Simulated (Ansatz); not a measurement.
## A hypothetical structure for Zn2Ga

This structure for Zn2Ga is made up. Its elements were placed in a known structure type with a cell scaled to their sizes. What cell does the guess relax to, and how far off was it?

Program: Ansatz 0.2.0. Level of theory: DFT, PBE, plane-wave PAW, files of the set soft_1, scalar-relativistic, no spin, cell and ions relaxed at zero pressure; PAW set soft_1, in the first sound run; inputs show where later runs differ. Results are calculated unless marked as measured.

### Step 1. The structure

It takes space group I4/mcm (No. 140, tetragonal). The conventional cell has a = 6.119 Å, b = 6.119 Å, c = 4.956 Å, α = 90.00°, β = 90.00°, γ = 90.00°. Nearest to Ga lie 2 Ga at 2.48 Å and 8 Zn at 2.59 Å. Nearest to Zn lie 4 Ga at 2.59 Å and 2 Zn at 2.84 Å. Farther neighbours are not listed.

### Step 2. Relaxing cell and atoms

The guessed cell has no reason to be at equilibrium. It is relaxed with the atoms, within the space group of the guess.

File input.yaml:

```yaml
crystal:
  lattice:
    - [-3.0595, 3.0595, 2.478]
    - [3.0595, -3.0595, 2.478]
    - [3.0595, 3.0595, -2.478]
  atoms:
    - { symbol: Ga, position: [0.25, 0.25, 0.0] }
    - { symbol: Ga, position: [0.75, 0.75, 0.0] }
    - { symbol: Zn, position: [0.67, 0.83, 0.5] }
    - { symbol: Zn, position: [0.83, 0.33, 0.16] }
    - { symbol: Zn, position: [0.33, 0.17, 0.5] }
    - { symbol: Zn, position: [0.17, 0.67, 0.84] }
kpoints:
  mp_grid: { grid: [7, 7, 7] }
scf:
  occupations: { method: fermi_dirac, width: 0.05 }
hamiltonian:
  xc: pbe
  pseudopotentials: { kind: paw, azcp: { folder: soft_1 } }
relax:
  f_tol: 0.015
  max_steps: 70
  cell: {}
output:
  forces: true
  stress: true
```

The run is started by

```sh
$ ansatz run input.yaml --threads 4 --pin off --max-ram 10240MiB --backend cpu --events-out ev --progress --plain --runs-dir out
```

Numbers of over 12 decimals in the logs are rounded to 6 here.

Log:

```text
Engine: ansatz 0.2.0, aarch64-unknown-linux-gnu
Pseudopotentials: kind: paw
Pseudopotential: Ga, paw, valence charge 13, recommended cutoff 420 eV (normal), soft_1/Ga.paw.azcp
Pseudopotential: Zn, paw, valence charge 12, recommended cutoff 420 eV (normal), soft_1/Zn.paw.azcp
Functional definition: PBE
  parameter kappa = 0.804
  parameter beta = 0.066725
  exchange = pbe_x(kappa = kappa, mu = beta*pi^2/3)
  correlation = pbe_c(beta = beta)
Crystal: 6 atoms, lattice volume = 92.782 Å³
Basis set: ecut = 420 eV, 1833 PW (Γ), exchange–correlation on 72×72×72 points (8 copies of the dense FFT grid, shifted against one another)
Bands: 45, of which v1, the nominal top of the filled ones, is band 37 counted from 1 (36 counted from 0)
Symmetry: 16 space group operations
Space group: I4/mcm (ITA 140), of the structure as read, at distance tolerance 4.5e-5 Å
k-points: 40 of 343
Non-local potential: Ga, projectors of the file, l = 0: 2, l = 1: 2, l = 2: 3, l = 3: 1
Non-local potential: Zn, projectors of the file, l = 0: 2, l = 1: 2, l = 2: 3, l = 3: 1
PAW form: soft (Blöchl's): semilocal exchange-correlation on the pseudo side does not see the compensation charge
PAW one-centre angular grid: Ga, 590 points (default); XC on 64 Gauss nodes
PAW one-centre angular grid: Zn, 590 points (default); XC on 64 Gauss nodes
Initial density: superposition of atomic densities (chi_scale 0.1, normalization cell, long waves kept (reshape's long-wave potential 0.00 eV rms))
Initial wavefunctions: pseudopotential atomic-orbital guess
Functional: x = pbe(κ = 0.804, μ = 0.219515), c = pbe(β = 0.066725)
SCF iter   1: F=—  HF=-20841.039657 eV  |F-HF|=—  |Δ(HF+E_count)|=         —  Δρ=4.32e-2  dr2=1.70e0  ethr=3.10e-3  ⟨swp⟩=7.5  Hψ=8074  notcnv=0  defer=4
preconditioner: auto → Kerker (q_TF=auto, 2.627 Å⁻¹)  [metal: Δε(μ)=0.054 eV  Ē_g=12.251 eV  σ=0.050 eV  W_gap=0.25  n_scr=34 (ndim 8)  ℏωp=33.2 eV  f_vac=0.000  D(μ)=2.14/eV (n_scr^D=12)]
SCF iter   2: F=—  HF=-20840.689196 eV  |F-HF|=—  |Δ(HF+E_count)|=   3.50e-1  Δρ=2.24e-2  dr2=3.61e-1  ethr=2.29e-3  ⟨swp⟩=2.0  Hψ=3650  notcnv=0  defer=73
SCF iter   3: F=—  HF=-20840.631864 eV  |F-HF|=—  |Δ(HF+E_count)|=   5.73e-2  Δρ=1.36e-2  dr2=1.98e-1  ethr=4.88e-4  ⟨swp⟩=2.0  Hψ=3176  notcnv=0  defer=73
SCF iter   4: F=—  HF=-20840.608125 eV  |F-HF|=—  |Δ(HF+E_count)|=   2.37e-2  Δρ=5.89e-3  dr2=1.27e-2  ethr=2.67e-4  ⟨swp⟩=2.2  Hψ=3061  notcnv=0  defer=73
SCF iter   5: F=—  HF=-20840.610688 eV  |F-HF|=—  |Δ(HF+E_count)|=   2.56e-3  Δρ=2.45e-3  dr2=3.59e-3  ethr=1.72e-5  ⟨swp⟩=2.0  Hψ=3809  notcnv=0  defer=73
SCF iter   6: F=—  HF=-20840.607323 eV  |F-HF|=—  |Δ(HF+E_count)|=   3.36e-3  Δρ=3.88e-4  dr2=1.56e-4  ethr=4.85e-6  ⟨swp⟩=2.0  Hψ=3431  notcnv=0  defer=73
SCF iter   7: F=—  HF=-20840.607374 eV  |F-HF|=—  |Δ(HF+E_count)|=   5.04e-5  Δρ=1.90e-4  dr2=2.42e-5  ethr=2.11e-7  ⟨swp⟩=2.0  Hψ=2785  notcnv=0  defer=73
SCF iter   8: F=—  HF=-20840.607371 eV  |F-HF|=—  |Δ(HF+E_count)|=   2.53e-6  Δρ=3.95e-5  dr2=1.54e-6  ethr=3.27e-8  ⟨swp⟩=2.0  Hψ=2738  notcnv=0  defer=73
SCF iter   9: F=—  HF=-20840.607371 eV  |F-HF|=—  |Δ(HF+E_count)|=   1.16e-7  Δρ=1.29e-5  dr2=1.29e-7  ethr=2.08e-9  ⟨swp⟩=2.0  Hψ=3216  notcnv=0  defer=73
SCF iter  10: F=-20840.607371 eV  HF=-20840.607371 eV  |F-HF|=1.49e-10  |Δ(HF+E_count)|=   6.24e-9  Δρ=2.33e-6  dr2=3.45e-9  ethr=1.35e-10  ⟨swp⟩=4.0  Hψ=6121  notcnv=0
SCF 1 converged in 10 iterations: F = -20840.607371 eV  dr2 = 3.45e-9
  greatest PAW one-centre occupation: 0.994 electrons in one spin orbital (limit 2), on the Ga atom at site 1 (counted from 0), in its partial waves of l = 2
relax step   1: F+E_penalty+E_count = -20840.60737114 eV  Δ(F+E_penalty+E_count) = +0.000e0 eV  max|allowed force component| = 5.042e-1 eV/Å  Δτ_max = 0.0000 Å  P = +10.988 GPa  Ω = 92.782 Å³  (10 SCF iters, dr2 threshold 1.00e-7 eV, accepted)
Crystal: 6 atoms, lattice volume = 99.675 Å³
Basis set: ecut = 420 eV, 1945 PW (Γ), exchange–correlation on 72×72×72 points (8 copies of the dense FFT grid, shifted against one another)
Initial density: handed on by an earlier stage of this run
Initial wavefunctions: those handed on with the density
iter 1 solved again at ethr=5.62e-5 eV; its pass at ethr=3.10e-3 eV (dr2=4.16e-2 eV) is discarded
SCF iter   1: F=—  HF=-20841.138121 eV  |F-HF|=—  |Δ(HF+E_count)|=         —  Δρ=6.71e-3  dr2=4.05e-2  ethr=5.62e-5  ⟨swp⟩=2.1  Hψ=11346  notcnv=0
preconditioner: auto → Kerker (q_TF=auto, 2.596 Å⁻¹)  [metal: Δε(μ)=0.027 eV  Ē_g=12.549 eV  σ=0.050 eV  W_gap=0.14  n_scr=34 (ndim 8)  ℏωp=32.0 eV  f_vac=0.000  D(μ)=2.55/eV (n_scr^D=16)]
SCF iter   2: F=—  HF=-20841.131176 eV  |F-HF|=—  |Δ(HF+E_count)|=   6.95e-3  Δρ=2.89e-3  dr2=8.82e-3  ethr=5.48e-5  ⟨swp⟩=2.0  Hψ=3147  notcnv=0
SCF iter   3: F=—  HF=-20841.130117 eV  |F-HF|=—  |Δ(HF+E_count)|=   1.06e-3  Δρ=1.81e-3  dr2=4.89e-3  ethr=1.19e-5  ⟨swp⟩=2.0  Hψ=2582  notcnv=0
SCF iter   4: F=—  HF=-20841.129725 eV  |F-HF|=—  |Δ(HF+E_count)|=   3.92e-4  Δρ=7.98e-4  dr2=3.40e-4  ethr=6.61e-6  ⟨swp⟩=2.0  Hψ=2822  notcnv=0
SCF iter   5: F=—  HF=-20841.129700 eV  |F-HF|=—  |Δ(HF+E_count)|=   2.44e-5  Δρ=1.46e-4  dr2=2.61e-5  ethr=4.59e-7  ⟨swp⟩=2.0  Hψ=3358  notcnv=0
SCF iter   6: F=—  HF=-20841.129684 eV  |F-HF|=—  |Δ(HF+E_count)|=   1.63e-5  Δρ=9.04e-5  dr2=6.19e-6  ethr=3.53e-8  ⟨swp⟩=2.0  Hψ=3223  notcnv=0
SCF iter   7: F=—  HF=-20841.129686 eV  |F-HF|=—  |Δ(HF+E_count)|=   2.01e-6  Δρ=2.89e-5  dr2=6.53e-7  ethr=8.36e-9  ⟨swp⟩=2.0  Hψ=3219  notcnv=0
SCF iter   8: F=-20841.129686 eV  HF=-20841.129686 eV  |F-HF|=4.29e-10  |Δ(HF+E_count)|=   6.23e-8  Δρ=5.91e-6  dr2=3.87e-8  ethr=8.11e-10  ⟨swp⟩=4.3  Hψ=6453  notcnv=0
SCF 2 converged in 8 iterations: F = -20841.129686 eV  dr2 = 3.87e-8
relax step   2: F+E_penalty+E_count = -20841.12968603 eV  Δ(F+E_penalty+E_count) = -5.223e-1 eV  max|allowed force component| = 3.440e-1 eV/Å  Δτ_max = 0.0821 Å  P = +3.821 GPa  Ω = 99.675 Å³  energy of the carried Pulay correction = -4.368e-3 eV  (8 SCF iters, dr2 threshold 6.00e-7 eV, accepted)
Crystal: 6 atoms, lattice volume = 101.428 Å³
Basis set: ecut = 420 eV, 1977 PW (Γ), exchange–correlation on 72×72×72 points (8 copies of the dense FFT grid, shifted against one another)
iter 1 solved again at ethr=4.40e-5 eV; its pass at ethr=3.10e-3 eV (dr2=3.26e-2 eV) is discarded
SCF iter   1: F=—  HF=-20841.300897 eV  |F-HF|=—  |Δ(HF+E_count)|=         —  Δρ=6.25e-3  dr2=3.52e-2  ethr=4.40e-5  ⟨swp⟩=2.2  Hψ=11858  notcnv=0
preconditioner: auto → Kerker (q_TF=auto, 2.589 Å⁻¹)  [metal: Δε(μ)=0.082 eV  Ē_g=12.360 eV  σ=0.050 eV  W_gap=0.38  n_scr=34 (ndim 8)  ℏωp=31.7 eV  f_vac=0.000  D(μ)=1.29/eV (n_scr^D=4)]
SCF iter   2: F=—  HF=-20841.300307 eV  |F-HF|=—  |Δ(HF+E_count)|=   5.90e-4  Δρ=3.86e-3  dr2=1.60e-2  ethr=4.40e-5  ⟨swp⟩=1.4  Hψ=1817  notcnv=0
SCF iter   3: F=—  HF=-20841.300494 eV  |F-HF|=—  |Δ(HF+E_count)|=   1.87e-4  Δρ=8.09e-4  dr2=5.96e-4  ethr=2.16e-5  ⟨swp⟩=2.1  Hψ=3144  notcnv=0
SCF iter   4: F=—  HF=-20841.300147 eV  |F-HF|=—  |Δ(HF+E_count)|=   3.47e-4  Δρ=6.09e-4  dr2=3.05e-4  ethr=8.05e-7  ⟨swp⟩=2.0  Hψ=3279  notcnv=0
SCF iter   5: F=—  HF=-20841.300082 eV  |F-HF|=—  |Δ(HF+E_count)|=   6.44e-5  Δρ=2.45e-4  dr2=5.52e-5  ethr=4.12e-7  ⟨swp⟩=2.0  Hψ=3241  notcnv=0
SCF iter   6: F=—  HF=-20841.300070 eV  |F-HF|=—  |Δ(HF+E_count)|=   1.18e-5  Δρ=7.34e-5  dr2=5.95e-6  ethr=7.45e-8  ⟨swp⟩=2.0  Hψ=2845  notcnv=0
SCF iter   7: F=—  HF=-20841.300068 eV  |F-HF|=—  |Δ(HF+E_count)|=   2.74e-6  Δρ=2.71e-5  dr2=6.59e-7  ethr=8.04e-9  ⟨swp⟩=2.0  Hψ=3286  notcnv=0
SCF iter   8: F=-20841.300068 eV  HF=-20841.300068 eV  |F-HF|=3.05e-9  |Δ(HF+E_count)|=   3.11e-8  Δρ=7.18e-6  dr2=4.22e-8  ethr=8.11e-10  ⟨swp⟩=4.3  Hψ=6318  notcnv=0
SCF 3 converged in 8 iterations: F = -20841.300068 eV  dr2 = 4.22e-8
relax step   3: F+E_penalty+E_count = -20841.30006767 eV  Δ(F+E_penalty+E_count) = -1.704e-1 eV  max|allowed force component| = 2.963e-1 eV/Å  Δτ_max = 0.1950 Å  P = +2.745 GPa  Ω = 101.428 Å³  energy of the carried Pulay correction = -5.399e-3 eV  (8 SCF iters, dr2 threshold 6.00e-7 eV, accepted)
[... from here on, the SCF cycles and remarks between the steps are left out ...]
relax step   4: F+E_penalty+E_count = -20841.35496298 eV  Δ(F+E_penalty+E_count) = -5.490e-2 eV  max|allowed force component| = 1.322e-1 eV/Å  Δτ_max = 0.0852 Å  P = +0.575 GPa  Ω = 104.242 Å³  energy of the carried Pulay correction = -6.995e-3 eV  (7 SCF iters, dr2 threshold 6.00e-7 eV, accepted)
relax step   5: F+E_penalty+E_count = -20841.37239075 eV  Δ(F+E_penalty+E_count) = -1.743e-2 eV  max|allowed force component| = 1.125e-2 eV/Å  Δτ_max = 0.0462 Å  P = -0.297 GPa  Ω = 106.134 Å³  energy of the carried Pulay correction = -8.027e-3 eV  (6 SCF iters, dr2 threshold 6.00e-7 eV, accepted)
relax step   6: F+E_penalty+E_count = -20841.37341376 eV  Δ(F+E_penalty+E_count) = -1.023e-3 eV  max|allowed force component| = 4.166e-3 eV/Å  Δτ_max = 0.0040 Å  P = -0.098 GPa  Ω = 105.673 Å³  energy of the carried Pulay correction = -7.778e-3 eV  (4 SCF iters, dr2 threshold 5.98e-7 eV, accepted)
relax step   7: F+E_penalty+E_count = -20841.37391594 eV  Δ(F+E_penalty+E_count) = -5.022e-4 eV  max|allowed force component| = 1.214e-3 eV/Å  Δτ_max = 0.0046 Å  P = -0.026 GPa  Ω = 105.491 Å³  energy of the carried Pulay correction = -7.680e-3 eV  (5 SCF iters, dr2 threshold 1.39e-7 eV, accepted)
relax step   8: F+E_penalty+E_count = -20841.37400890 eV  Δ(F+E_penalty+E_count) = -9.296e-5 eV  max|allowed force component| = 4.276e-4 eV/Å  Δτ_max = 0.0015 Å  P = -0.001 GPa  Ω = 105.446 Å³  energy of the carried Pulay correction = -7.655e-3 eV  (5 SCF iters, dr2 threshold 1.27e-8 eV, accepted)
relax step   9: F+E_penalty+E_count = -20841.38024800 eV  Δ(F+E_penalty+E_count) = -6.239e-3 eV  max|allowed force component| = 8.025e-4 eV/Å  Δτ_max = 0.0000 Å  P = -0.046 GPa  Ω = 105.446 Å³  stress off target by 7.65e-2 GPa  SCF on the basis re-selected at this cell (its energy is not comparable with the rows above)  (8 SCF iters)
relax step  10: F+E_penalty+E_count = -20841.38032731 eV  Δ(F+E_penalty+E_count) = -7.931e-5 eV  max|allowed force component| = 1.442e-4 eV/Å  Δτ_max = 0.0004 Å  P = -0.003 GPa  Ω = 105.356 Å³  energy of the carried Pulay correction = +5.434e-5 eV  (5 SCF iters, dr2 threshold 1.46e-8 eV, accepted)
iter 1 solved again at ethr=1.14e-6 eV; its pass at ethr=3.10e-3 eV (dr2=8.41e-4 eV) is discarded
SCF iter   1: F=—  HF=-20841.380263 eV  |F-HF|=—  |Δ(HF+E_count)|=         —  Δρ=3.50e-6  dr2=4.54e-9  ethr=1.14e-6  ⟨swp⟩=2.6  Hψ=12101  notcnv=0
eigensolver tolerance schedule: the retry pair's looser diagonalisation over-reported the residual by 185241.86 of it (diagonalisation noise at an unbounded share of the residual, at the tolerance the schedule requests for it); recorded, not acted on — ethr = c·dr2/N_el stays at c = 1.0e-1
preconditioner: auto → Kerker (q_TF=auto, 2.572 Å⁻¹)  [metal: Δε(μ)=0.036 eV  Ē_g=12.166 eV  σ=0.050 eV  W_gap=0.18  n_scr=34 (ndim 8)  ℏωp=31.1 eV  f_vac=0.000  D(μ)=1.24/eV (n_scr^D=4)]
SCF iter   2: F=—  HF=-20841.380272 eV  |F-HF|=—  |Δ(HF+E_count)|=   8.29e-6  Δρ=5.64e-6  dr2=1.52e-8  ethr=6.13e-12  ⟨swp⟩=3.8  Hψ=4890  notcnv=0
SCF iter   3: F=—  HF=-20841.380272 eV  |F-HF|=—  |Δ(HF+E_count)|=   1.17e-9  Δρ=1.12e-6  dr2=7.41e-10  ethr=6.13e-12  ⟨swp⟩=2.0  Hψ=3287  notcnv=0
SCF iter   4: F=—  HF=-20841.380272 eV  |F-HF|=—  |Δ(HF+E_count)|=   1.35e-9  Δρ=5.20e-7  dr2=7.59e-11  ethr=1.00e-12  ⟨swp⟩=2.0  Hψ=3284  notcnv=0
SCF iter   5: F=-20841.380272 eV  HF=-20841.380272 eV  |F-HF|=7.28e-12  |Δ(HF+E_count)|=  1.24e-10  Δρ=1.16e-7  dr2=7.15e-12  ethr=1.00e-12  ⟨swp⟩=4.0  Hψ=6416  notcnv=0
SCF 11 converged in 5 iterations: F = -20841.380272 eV  dr2 = 7.15e-12
relax step  11: F+E_penalty+E_count = -20841.38027164 eV  Δ(F+E_penalty+E_count) = +5.567e-5 eV  max|allowed force component| = 1.451e-4 eV/Å  Δτ_max = 0.0000 Å  P = -0.002 GPa  Ω = 105.356 Å³  stress off target by 3.92e-3 GPa  SCF on the basis re-selected at this cell (its energy is not comparable with the rows above)  (5 SCF iters)
basis re-selected at this cell: Δ(F+E_penalty+E_count) = +5.567e-5 eV, ΔP = +0.000 GPa vs the last step (what re-selecting the basis moved, of the pressure what is left beyond the Pulay correction that the steps carried, after the strain that the cell walked since its last selection, with what the two solves' SCF thresholds leave and, on support functions, any second-order correction that the steps lacked; it is no m [...]
SCF converged after 5 iterations
Free energy (F): -20841.380272 eV
Harris-Foulkes:  -20841.380272 eV  (|F-HF|=7.28e-12)
Internal energy: -20841.368910 eV  (E = F + TS)
E sigma→0 (E₀):  -20841.374591 eV
Entropy (-TS):   -0.011362 eV (-1.894 meV/atom)
Fermi energy:    9.537845 eV
--- Per-component energies (eV) ---
  E_band       = 59.350765
  E_kinetic    = 807.785317
  E_local      = -9973.542463  (includes V_loc(G=0)·N_el)
  E_nonlocal   = 3081.054401
  E_hartree    = 4463.894387
  E_xc         = -439.301482
  E_vxc        = -314.266432  (∫ρ·V_xc dr)
  E_paw        = -11559.884306  (= ΣΔE_a)
  E_vpaw       = -2469.467529  (= ΣTr[D̂ρ^β])
  E_aug_tail   = -0.001324  (compensation charges beyond the density's cutoff)
  E_ewald      = -7221.373440
  E_smearing   = -0.011362  (= −TS)
  E_closure    = 0.000000  (closes the sum)
  Σ components = -20841.380272   (vs F -20841.380272, Δ=0.00e0)
--- Forces (eV/Å), atoms counted from 1 ---
  atom   1  Ga    -0.00000000    -0.00000000     0.00000000
  atom   2  Ga    -0.00000000    -0.00000000     0.00000000
  atom   3  Zn     0.00014507    -0.00014507     0.00000000
  atom   4  Zn     0.00014507     0.00014507     0.00000000
  atom   5  Zn    -0.00014507     0.00014507     0.00000000
  atom   6  Zn    -0.00014507    -0.00014507     0.00000000
  max |Σ_I F_I| component: 8.57e-18 eV/Å
--- Stress (GPa, compression-positive) ---
       -0.001770       0.000000       0.000000
        0.000000      -0.001770       0.000000
        0.000000       0.000000      -0.003915
  P = ⅓ Tr σ = -0.0025 GPa (-0.025 kbar)
--- Relaxed structure (9 steps of the walk, 9 accepted, 2 SCFs on fresh bases) ---
  F+E_penalty+E_count = -20841.38027164 eV   max|allowed force component| = 1.451e-4 eV/Å   (the final SCF, on the basis selected at the relaxed cell)
  cell:  # Å, volume = 105.3558 Å³
    - [-3.172844, 3.172844, 2.616381]
    - [3.172844, -3.172844, 2.616381]
    - [3.172844, 3.172844, -2.616381]
  atoms:
    - { symbol: Ga, position: [0.25, 0.25, -1.133991486175392e-18] }
    - { symbol: Ga, position: [0.750000, 0.750000, -1.133991486175392e-18] }
    - { symbol: Zn, position: [0.642546, 0.857454, 0.5] }
    - { symbol: Zn, position: [0.857454, 0.357454, 0.214908] }
    - { symbol: Zn, position: [0.357454, 0.142546, 0.500000] }
    - { symbol: Zn, position: [0.142546, 0.642546, 0.785092] }
```

It took 29 s on 4 threads of Arm Neoverse V2, shared host; peak memory 0.55 GiB; 1.9 min of CPU time.

Relaxation path:

```
step  energy less that of the first step (eV)  largest force component (eV/Å)  pressure (GPa)  volume (Å³)
   1                                   0.0000                          0.5042           10.99        92.78
   2                                  -0.5223                          0.3440            3.82        99.67
   3                                  -0.6927                          0.2963            2.75       101.43
   4                                  -0.7476                          0.1322            0.57       104.24
   5                                  -0.7650                          0.0112           -0.30       106.13
   6                                  -0.7660                          0.0042           -0.10       105.67
   7                                  -0.7665                          0.0012           -0.03       105.49
   8                                  -0.7666                          0.0004            0.00       105.45
  9*                                  -0.7729                          0.0008           -0.05       105.45
  10                                  -0.7730                          0.0001            0.00       105.36
 11*                                  -0.7729                          0.0001            0.00       105.36
```

Relaxation steps marked * repeat the geometry before them on a plane-wave basis chosen anew for their cell, so energy and pressure can jump there.

The run keeps the 16 symmetry operations that it works with, so distortions that break them were not tested.

```
conventional cell, symmetrised  before  after   change
                         a (Å)   6.119  6.346   +3.7 %
                         b (Å)   6.119  6.346   +3.7 %
                         c (Å)   4.956  5.233   +5.6 %
              volume (Å³/atom)   15.46  17.56  +13.6 %
```

The atoms that moved most (Å, as changes of fractional coordinates times the final cell):

```
atom      dx      dy     dz  length
 Zn5  -0.174   0.174  0.000   0.246
 Zn3   0.174  -0.174  0.000   0.246
 Zn6  -0.174  -0.174  0.000   0.246
 Zn4   0.174   0.174  0.000   0.246
```

The relaxed structure:

```xyz
6
Lattice="-3.1728 3.1728 2.6164 3.1728 -3.1728 2.6164 3.1728 3.1728 -2.6164" Properties=species:S:1:pos:R:3 pbc="T T T"
Ga    0.0000    0.0000    1.3082
Ga    0.0000    0.0000    3.9246
Zn    2.2683    0.9046    2.6164
Zn   -0.9046    2.2683    2.6164
Zn    0.9046    2.2683    0.0000
Zn    4.0774    0.9046    0.0000
```

Numbers from this step:

```
free energy             : -20841.3803 eV
energy at zero smearing : -20841.3746 eV
smearing term TS        : 0.01136 eV
Fermi energy            : 9.538 eV
electrons               : 74
symmetry operations     : 16
pressure                : -0.002485 GPa
```

The shortest distance of each pair, which need not be the same contact before and after:

```
 pair  guess (Å)  relaxed (Å)
Zn–Zn      2.839        2.558
Ga–Ga      2.478        2.616
Ga–Zn      2.587        2.770
```

The relaxation ends with a largest force component of 1.5e-4 eV/Å and a pressure of 0.00 GPa.

(Continued in part 2 of 2.)

[Logs are printed without paths, hosts, clocks, repeated set-up lines and the standing remarks that a program may print on its own settings, such as how far it seeks lower states.]

[Hosts, paths, dates, database ids (printed as entryN), source tags and the programs' standing remarks are cut or masked in the printed files.]
